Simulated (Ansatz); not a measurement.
# A hypothetical structure for MgMn2Si2, part 2 of 2

Starting from a made-up structure for MgMn2Si2, the aim is the relaxed cell, its shortest contacts and, where a second run follows, its electronic structure.

Ansatz 0.2.0; DFT, PBE, plane-wave PAW, files of the set soft_1, scalar-relativistic, ferromagnetic start, cell and ions relaxed at zero pressure; PAW set soft_1 (the session's first sound run).

So far: Set-up; Relaxation of the guess. The relaxed cell has a = 3.913, c = 6.188 Å (conventional setting).

## 3. Bands of the relaxed cell

A second self-consistent run takes a narrower smearing and the mesh shown in its input; the bands follow along the standard path of the relaxed lattice.

This step: DFT, PBE, plane-wave PAW, files of the set soft_1, scalar-relativistic, ferromagnetic start, bands and density of states at the relaxed cell; PAW set soft_1 (Ansatz 0.2.0).

The input, input.yaml:

```yaml
crystal:
  lattice:
    - [3.9132379453, 0.0, 0.0]
    - [-1.9566189727, 3.3889634717, 0.0]
    - [0.0, 0.0, 6.187626722]
  atoms:
    - { symbol: Mn, position: [0.6666666667, 0.3333333333, 0.3562405989], spin: 2.1 }
    - { symbol: Mn, position: [0.3333333333, 0.6666666667, 0.6437594011], spin: 2.1 }
    - { symbol: Si, position: [0.6666666667, 0.3333333333, 0.737118182] }
    - { symbol: Si, position: [0.3333333333, 0.6666666667, 0.262881818] }
    - { symbol: Mg, position: [0.0, 0.0, 0.0] }
magnetization:
  spin_polarized: true
kpoints:
  mp_grid: { grid: [10, 10, 6] }
  band_path:
    path:
      - [[0.0, 0.0, 0.0], [0.5, 0.0, 0.0], [0.33333333, 0.33333333, 0.0], [0.0, 0.0, 0.0], [0.0, 0.0, 0.5], [0.5, 0.0, 0.5], [0.33333333, 0.33333333, 0.5], [0.0, 0.0, 0.5]]
      - [[0.5, 0.0, 0.5], [0.5, 0.0, 0.0]]
      - [[0.33333333, 0.33333333, 0.0], [0.33333333, 0.33333333, 0.5]]
    npoints: 8
scf:
  occupations: { method: fermi_dirac, width: 0.03 }
  n_extra_bands: 12
hamiltonian:
  xc: pbe
  pseudopotentials: { kind: paw, azcp: { folder: soft_1 } }
output:
  forces: true
  stress: true
  write_bands: true
  dos: { projected: true }
  write_density: true
  write_potential: true
  elf: true
  volumetric_format: npy
```

Run with:

```sh
$ ansatz run input.yaml --threads 4 --pin off --max-ram 8192MiB --backend cpu --events-out ev --progress --plain --runs-dir out
```

Numbers of over 12 decimals in the logs are rounded to 6 here.

What it wrote:

```text
[...]
Crystal: 5 atoms, lattice volume = 82.059 Å³
Basis set: ecut = 420 eV, 1617 PW (Γ), exchange–correlation on 54×54×90 points (8 copies of the dense FFT grid, shifted against one another)
Bands: 36, of which v1, the nominal top of the filled ones, is band 24 counted from 1 (23 counted from 0)
Symmetry: 12 space group operations
[...]
k-points: 72 of 600
[...]
Starting moments: Σ|m| = 4.2 μB on 2 of 5 sites
[...]
SCF iter   1: F=—  HF=-10992.480169 eV  |F-HF|=—  |Δ(HF+E_count)|=         —  Δρ=3.51e-2 (↑2.25e-2 ↓3.51e-2)  dr2=3.62e0  dr2_m=1.15e-1  M=4.219 μB ∫|m|=4.663 μB  β_m=0.30  ethr=3.10e-3  ⟨swp⟩=6.4  Hψ=22323  notcnv=0  defer=1
[...]
SCF iter  14: F=-10992.565310 eV  HF=-10992.565310 eV  |F-HF|=6.87e-9  |Δ(HF+E_count)|=   1.52e-9  Δρ=1.52e-6 (↑1.45e-6 ↓1.52e-6)  dr2=8.56e-9  dr2_m=1.22e-11  M=4.196 μB ∫|m|=5.064 μB  ethr=2.78e-11  ⟨swp⟩=12.4  Hψ=33679  notcnv=0
SCF 1 converged in 14 iterations: F = -10992.565310 eV  dr2 = 8.56e-9
[...]
NSCF: frozen V_eff on 75 k-points
SCF converged after 14 iterations
Magnetization: 4.1956 μB (26.0978 up, 21.9022 down)
Absolute magnetization: 5.0644 μB (∫|ρ↑−ρ↓|, with the PAW one-centre terms)
[...]
Per-site moments (μB) at R_I (Å): [(2.076285, 0.961946), (2.076285, 0.961946), (-0.110492, 0.961946), (-0.110492, 0.961946), (-0.016672, 1.148377)]
Free energy (F): -10992.565310 eV
[...]
Internal energy: -10992.555861 eV  (E = F + TS)
E sigma→0 (E₀):  -10992.560585 eV
Entropy (-TS):   -0.009449 eV (-1.890 meV/atom)
Fermi energy:    9.689262 eV
[...]
--- Forces (eV/Å), atoms counted from 1 ---
  atom   1  Mn    -0.00000000     0.00000000     0.00350902
  atom   2  Mn     0.00000000    -0.00000000    -0.00350902
  atom   3  Si     0.00000000     0.00000000    -0.00487849
  atom   4  Si     0.00000000    -0.00000000     0.00487849
  atom   5  Mg    -0.00000000     0.00000000     0.00000000
  max |Σ_I F_I| component: 1.85e-17 eV/Å
--- Stress (GPa, compression-positive) ---
       -0.188317       0.000000       0.000000
        0.000000      -0.188317      -0.000000
        0.000000      -0.000000      -0.015909
  P = ⅓ Tr σ = -0.1308 GPa (-1.308 kbar)
--- Band table (eV; the first three rows and the last of 144) ---
  k-point 0 ↑: bands = [... 20 lower, 8.1146, 8.1146, 8.4004, 8.8864, 8.8864, 12.4443, 12.4443, 13.7182, ... 8 higher]
  k-point 1 ↑: bands = [... 20 lower, 8.1465, 8.1465, 8.3880, 8.8822, 8.8822, 12.5310, 12.5310, 13.3029, ... 8 higher]
  k-point 2 ↑: bands = [... 20 lower, 8.2123, 8.2123, 8.3721, 8.8704, 8.8704, 12.4628, 12.7811, 12.7811, ... 8 higher]
  k-point 71 ↓: bands = [... 20 lower, 8.9831, 9.5384, 9.7530, 10.0421, 10.1001, 10.9267, 11.0551, 11.9108, ... 8 higher]
```

The job ended after 12 s (4 threads of Arm Neoverse V2, shared host; peak memory 0.59 GiB; 46 s of CPU time).

This step gave:

| Item | Value |
| --- | --- |
| free energy | -10992.5653 eV |
| energy at zero smearing | -10992.5606 eV |
| smearing term TS | 0.009449 eV |
| Fermi energy | 9.689 eV |
| magnetization | 4.196 μB |
| absolute magnetization | 5.064 μB |
| site moments | 2.076, 2.076, -0.1105, -0.1105, -0.01667 μB |
| pressure | -0.1308 GPa |

From bands.tsv, the bands that come nearest the Fermi level along the path, at its corners, in eV from the Fermi level:

| point | band_24_up | band_25_up | band_26_up | band_20_dn | band_21_dn | band_22_dn | band_23_dn | band_24_dn |
| --- | --- | --- | --- | --- | --- | --- | --- | --- |
| Γ | -0.80 | 2.76 | 2.76 | -0.19 | -0.19 | 0.91 | 0.91 | 0.97 |
| M | -0.94 | -0.89 | -0.33 | -0.64 | -0.12 | 0.45 | 0.68 | 0.86 |
| K | -1.47 | -0.30 | -0.30 | -1.21 | -0.21 | 0.47 | 0.67 | 0.67 |
| Γ | -0.80 | 2.76 | 2.76 | -0.19 | -0.19 | 0.91 | 0.91 | 0.97 |
| A | -0.83 | 2.32 | 3.38 | 0.04 | 0.04 | 0.93 | 0.93 | 1.10 |
| L | -0.99 | -0.74 | 0.16 | -0.59 | -0.40 | 0.35 | 0.49 | 0.77 |
| H | -1.15 | -0.78 | -0.78 | -0.83 | -0.18 | 0.21 | 0.21 | 0.39 |
| A | -0.83 | 2.32 | 3.38 | 0.04 | 0.04 | 0.93 | 0.93 | 1.10 |
| L | -0.99 | -0.74 | 0.16 | -0.59 | -0.40 | 0.35 | 0.49 | 0.77 |
| M | -0.94 | -0.89 | -0.33 | -0.64 | -0.12 | 0.45 | 0.68 | 0.86 |
| K | -1.47 | -0.30 | -0.30 | -1.21 | -0.21 | 0.47 | 0.67 | 0.67 |
| H | -1.15 | -0.78 | -0.78 | -0.83 | -0.18 | 0.21 | 0.21 | 0.39 |

Spin density in the ac plane at fractional y = 0.333, with atoms of Mn and Si within 0.2 Å of it.

Values in e/Å³, 22 rows by 14 columns, each cell a mean:
```
0.0 0.0 0.0 0.0 0.0 0.0 0.0 0.0 0.0 0.0 0.0 0.0 0.0 0.0
0.0 0.0 0.0 0.0 0.0 0.0 0.0 0.0 0.0 0.0 0.0 0.0 0.0 0.0
0.0 0.0 0.0 0.0 0.0 0.0 0.0 0.0 0.0 0.0 0.0 0.0 0.0 0.0
0.0 0.0 0.0 0.0 0.0 0.0 0.0 0.0 0.0 0.0 0.0 0.0 0.0 0.0
0.0 0.0 0.0 0.0 0.0 0.0 0.0 0.0 0.0 0.0 0.0 0.0 0.0 0.0
0.0 0.0 0.0 0.0 0.0 0.0 0.0 0.0 0.0 0.0 0.0 0.0 0.0 0.0
0.0 0.0 0.1 0.1 0.0 0.0 0.0 0.0 0.0 0.0 0.0 0.0 0.0 0.0
0.0 0.1 0.1 0.1 0.0 0.0 0.0 0.0 0.0 0.0 0.0 0.0 0.0 0.0
0.0 0.0 0.0 0.0 0.0 0.0 0.0 0.0 0.0 0.0 0.0 0.0 0.0 0.0
0.0 0.0 0.0 0.0 0.0 0.0 0.0 0.0 0.0 0.0 0.0 0.0 0.0 0.0
0.0 0.0 0.0 0.0 0.0 0.0 0.0 0.0 0.1 0.2 0.1 0.1 0.0 0.0
0.0 0.0 0.0 0.0 0.0 0.0 0.0 0.1 0.3 0.6 0.4 0.2 0.0 0.0
0.0 0.0 0.0 0.0 0.0 0.0 0.1 0.3 1.0 1.9 1.4 0.5 0.1 0.0
0.0 0.0 0.0 0.0 0.0 0.0 0.2 0.7 2.1 3.7 2.9 1.1 0.3 0.1
0.0 0.0 0.0 0.0 0.0 0.0 0.1 0.6 1.7 3.1 2.4 0.9 0.2 0.1
0.0 0.0 0.0 0.0 0.0 0.0 0.1 0.2 0.6 1.1 0.8 0.3 0.1 0.0
0.0 0.0 0.0 0.0 0.0 0.0 0.0 0.1 0.2 0.4 0.3 0.1 0.1 0.0
0.0 0.0 0.0 0.0 0.0 0.0 0.0 0.1 0.1 0.1 0.1 0.1 0.0 0.0
0.0 0.0 0.0 0.0 0.0 0.0 0.0 0.0 0.0 0.1 0.0 0.0 0.0 0.0
0.0 0.0 0.0 0.0 0.0 0.0 0.0 0.0 0.0 0.0 0.0 0.0 0.0 0.0
0.0 0.0 0.0 0.0 0.0 0.0 0.0 0.0 0.0 0.0 0.0 0.0 0.0 0.0
0.0 0.0 0.0 0.0 0.0 0.0 0.0 0.0 0.0 0.0 0.0 0.0 0.0 0.0
```
Columns run along a (3.9 Å), rows up along c (6.2 Å). Atoms in or near the plane, at fractional coordinates: Mn at (0.67, 0.36), Si at (0.67, 0.74).

ELF in the ac plane at fractional y = 0.333, with atoms of Mn and Si within 0.2 Å of it. It is the smooth field of the valence electrons, not physical close to the nuclei.

Values, 22 rows by 14 columns, each cell a mean:
```
0.22 0.15 0.11 0.13 0.20 0.30 0.37 0.41 0.42 0.42 0.42 0.41 0.39 0.33
0.38 0.27 0.20 0.23 0.34 0.49 0.57 0.61 0.61 0.59 0.60 0.61 0.59 0.53
0.57 0.43 0.34 0.38 0.52 0.67 0.73 0.73 0.66 0.59 0.62 0.70 0.74 0.70
0.64 0.48 0.38 0.42 0.58 0.74 0.79 0.70 0.54 0.44 0.48 0.65 0.78 0.78
0.62 0.43 0.31 0.37 0.55 0.74 0.78 0.62 0.45 0.43 0.42 0.54 0.75 0.78
0.53 0.31 0.20 0.25 0.44 0.67 0.73 0.54 0.41 0.48 0.42 0.47 0.69 0.73
0.41 0.21 0.14 0.17 0.33 0.59 0.69 0.56 0.40 0.37 0.37 0.49 0.68 0.67
0.31 0.15 0.10 0.13 0.24 0.48 0.65 0.66 0.56 0.49 0.52 0.63 0.68 0.58
0.27 0.14 0.10 0.11 0.21 0.42 0.59 0.68 0.67 0.65 0.66 0.68 0.64 0.51
0.28 0.17 0.12 0.14 0.23 0.39 0.49 0.52 0.51 0.49 0.50 0.52 0.51 0.45
0.32 0.25 0.21 0.23 0.29 0.34 0.31 0.25 0.23 0.24 0.23 0.24 0.29 0.34
0.33 0.34 0.33 0.34 0.34 0.27 0.19 0.21 0.30 0.35 0.33 0.24 0.18 0.23
0.33 0.43 0.45 0.44 0.38 0.23 0.17 0.35 0.53 0.63 0.59 0.42 0.21 0.17
0.37 0.50 0.53 0.52 0.43 0.24 0.20 0.43 0.65 0.77 0.72 0.52 0.25 0.18
0.46 0.57 0.60 0.59 0.52 0.31 0.22 0.41 0.62 0.74 0.68 0.49 0.26 0.23
0.59 0.66 0.66 0.66 0.62 0.43 0.25 0.30 0.44 0.54 0.50 0.35 0.23 0.33
0.66 0.71 0.71 0.71 0.68 0.55 0.33 0.20 0.24 0.29 0.26 0.21 0.25 0.45
0.69 0.73 0.73 0.73 0.71 0.62 0.44 0.21 0.13 0.11 0.12 0.17 0.35 0.55
0.64 0.67 0.67 0.67 0.66 0.59 0.47 0.28 0.17 0.13 0.14 0.23 0.39 0.54
0.48 0.48 0.47 0.48 0.49 0.46 0.38 0.26 0.19 0.16 0.17 0.23 0.33 0.43
0.27 0.24 0.22 0.23 0.27 0.28 0.26 0.21 0.18 0.17 0.17 0.20 0.24 0.27
0.17 0.13 0.11 0.12 0.16 0.21 0.23 0.22 0.22 0.22 0.22 0.22 0.23 0.22
```
Columns run along a (3.9 Å), rows up along c (6.2 Å). Atoms in or near the plane, at fractional coordinates: Mn at (0.67, 0.36), Si at (0.67, 0.74).

Valence density in the ac plane at fractional y = 0.333, with atoms of Mn and Si within 0.2 Å of it. It is the smooth field of the valence electrons, not physical close to the nuclei.

Values in e/Å³, 22 rows by 14 columns, each cell a mean:
```
 0  0  0  0  0  0  0  0  0  0  0  0  0  0
 0  0  0  0  0  0  0  0  0  0  0  0  0  0
 0  0  0  0  0  0  0  0  0  0  0  0  0  0
 0  0  0  0  0  0  0  0  0  0  0  0  0  0
 0  0  0  0  0  0  0  0  0  0  0  0  0  0
 0  0  0  0  0  0  0  0  0  0  0  0  0  0
 0  0  0  0  0  0  0  0  0  0  0  0  0  0
 0  0  0  0  0  0  0  0  0  0  0  0  0  0
 0  0  0  0  0  0  0  0  0  0  0  0  0  0
 0  0  0  0  0  0  0  0  0  0  0  0  0  0
 0  0  0  0  0  0  0  0  1  1  1  0  0  0
 0  0  0  0  0  0  0  1  2  3  2  1  0  0
 0  0  0  0  0  0  0  2  7 13 10  4  1  0
 0  0  0  0  0  0  1  4 14 24 19  7  1  0
 0  0  0  0  0  0  1  4 12 21 16  6  1  0
 0  0  0  0  0  0  0  2  4  7  6  2  1  0
 0  0  0  0  0  0  0  1  1  2  1  1  0  0
 0  0  0  0  0  0  0  0  0  0  0  0  0  0
 0  0  0  0  0  0  0  0  0  0  0  0  0  0
 0  0  0  0  0  0  0  0  0  0  0  0  0  0
 0  0  0  0  0  0  0  0  0  0  0  0  0  0
 0  0  0  0  0  0  0  0  0  0  0  0  0  0
```
Columns run along a (3.9 Å), rows up along c (6.2 Å). Atoms in or near the plane, at fractional coordinates: Mn at (0.67, 0.36), Si at (0.67, 0.74).

## 4. Summary of results

* space group, relaxed: P-3m1
* conventional cell: a = 3.913, b = 3.913, c = 6.188 Å; α = 90.0°, β = 90.0°, γ = 120.0°
* volume per atom: 16.41 Å³ (guess 17.41)
* total moment: 4.25 μB in the cell of 5 atoms

In words: MgMn2Si2 relaxes to P-3m1 with a = 3.913, b = 3.913 and c = 6.188 Å. The guessed volume was 6 % too large. The space group P-3m1 was held in the relaxation, so the end point is a stationary structure within it and may be a saddle against distortions or other arrangements. The input starts from parallel moments, and no other start was typed. Bands cross the Fermi level, so it is a metal or semimetal at this level. On the 10×10×6 mesh with the narrower smearing (relaxed on 8×8×4) the largest force component is 0.005 eV/Å and the largest stress component is 0.188 GPa, against the relaxation's thresholds of 0.015 eV/Å and 0.05 GPa. The cutoff wasn't tested. No dispersion term is used, so weakly bound directions may come out too long. Nothing here tests whether the compound is stable against decomposition.

[Logs are printed without paths, hosts, clocks, repeated set-up lines and the standing remarks that a program may print on its own settings, such as how far it seeks lower states.]

[Hosts, paths, dates, database ids (printed as entryN), source tags and the programs' standing remarks are cut or masked in the printed files.]
